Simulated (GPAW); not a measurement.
# Surface energy and work function of Li(110) from slabs of 3 to 12 layers (PBE)

How do energy and work function of Li(110) films settle with thickness, and what surface energy follows?

**Method.** GPAW 26.7.0, plane waves at 450 eV with PAW setups; symmetric 1×1 slabs cut at the tabulated lattice constant (two decimals; low-temperature values for the alkali metals), atoms at bulk places, 7.5 Å of vacuum on each side, one in-plane mesh for all thicknesses, Fermi-Dirac smearing of 0.1 eV. Energies are extrapolated to zero smearing and count from the program's reference atoms. Functional PBE. The cell's area is 8.613 Å².

The runs, one held back:

```
layers  energy (eV)  work function (eV)
     3      −5.1715                3.34
     4      −7.0746                3.30
     5      −8.9724                3.27
     6     −10.8734                3.25
     7     −12.7736                3.25
     8     −14.6730                3.25
     9     −16.5721                3.25
    10     −18.4716                3.26
    11     −20.3695                3.25
    12            ?                   ?
```

**Question.** What surface energy do these runs give, and what energy and work function should the 12-layer slab have?

Worked answer. A slab of n layers has E(n) = nε + 2Aγ once its middle is bulk-like. A line through n = 6 to 11 has the slope ε = −1.8992 eV a layer and the intercept 2Aγ = 0.5214 eV (r.m.s. residual 0.5 meV). So γ = 0.5214 / (2 × 8.613 Å²) = 0.0303 eV/Å² = 0.48 J/m², with a standard error of under 0.01 J/m² from the scatter about the line. For 12 layers: 0.5214 + 12 × (−1.8992) = −22.270 eV; the run gives −22.270 eV, 0.8 meV under the line. The work function has no such law: from 6 to 11 layers it moves between 3.25 and 3.26 eV (mean 3.25), and the 12-layer slab gives 3.26 eV. The thinnest slab, 3 layers, lies +0.09 eV from that mean.

**Limits.** The surfaces are unrelaxed, so γ is an upper bound for this functional and lattice constant. The tabulated lattice constant isn't the functional's own, which strains the slab a little.

[Logs are printed without paths, hosts, clocks, repeated set-up lines and the standing remarks that a program may print on its own settings, such as how far it seeks lower states.]
